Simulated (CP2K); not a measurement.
Consider acrylonitrile at its PBE geometry (Å).

```xyz
7

C    -1.0324    0.2565   -0.0153
C     0.0992   -0.4663   -0.0376
C     1.4012    0.1087    0.0587
N     2.4801    0.5482    0.1374
H    -1.0169    1.3415    0.0780
H    -2.0013   -0.2344   -0.0905
H     0.0701   -1.5541   -0.1308
```

Method: CP2K XAS_TDP, all-electron GAPW, PBEh(45%), aug-cc-pVDZ, TDA, GW2X-corrected core level, no relativity.

Q: Predict the bright core excitations at the C K edge.

Leading lines: C1 286.56 eV, C2 287.40 eV and C3 288.52 eV. The leading line of an atom is its first one with 35 % of the strongest within 2.5 eV of its lowest line over the strength cut. Core ionisation energies at this level: C2 293.74, C3 294.06 and C1 293.40 eV.

The first six lines of each atom with a strength over 0.0015:

| atom | energy (eV) | states | strength, one atom | above the computed threshold |
| --- | --- | --- | --- | --- |
| C1 (bonded to C and 2 H) | 286.56 | 1 | 0.0536 |  |
|  | 290.93 | 1 | 0.0053 |  |
|  | 291.54 | 1 | 0.0200 |  |
|  | 292.21 | 1 | 0.0049 |  |
|  | 292.53 | 1 | 0.0021 |  |
|  | 292.74 | 1 | 0.0066 |  |
| C2 (bonded to 2 C and H) | 287.40 | 1 | 0.0413 |  |
|  | 291.00 | 1 | 0.0070 |  |
|  | 292.08 | 1 | 0.0023 |  |
|  | 292.30 | 1 | 0.0108 |  |
|  | 292.72 | 1 | 0.0035 |  |
|  | 292.82 | 1 | 0.0163 |  |
| C3 (bonded to C and N) | 288.52 | 1 | 0.0303 |  |
|  | 289.14 | 1 | 0.0544 |  |
|  | 292.19 | 1 | 0.0303 |  |
|  | 292.20 | 1 | 0.0041 |  |
|  | 294.20 | 1 | 0.0051 | yes |
|  | 294.93 | 1 | 0.0017 | yes |

Lines are vertical, at one geometry, with no vibrational structure. GW2X ionisation energies and lines can be off by 1 to 2 eV either way, and a good line position may hide errors that cancel. These values hold no scalar relativity, about 0.1 eV for C 1s. Rydberg lines, and the discretised continuum above threshold, depend on the basis and the box.

[Banner, clock and machine lines of the logs are left out without a mark of their own.]

[Logs are printed without paths, hosts, clocks, repeated set-up lines and the standing remarks that a program may print on its own settings, such as how far it seeks lower states.]

[Hosts, paths, dates, database ids (printed as entryN), source tags and the programs' standing remarks are cut or masked in the printed files.]
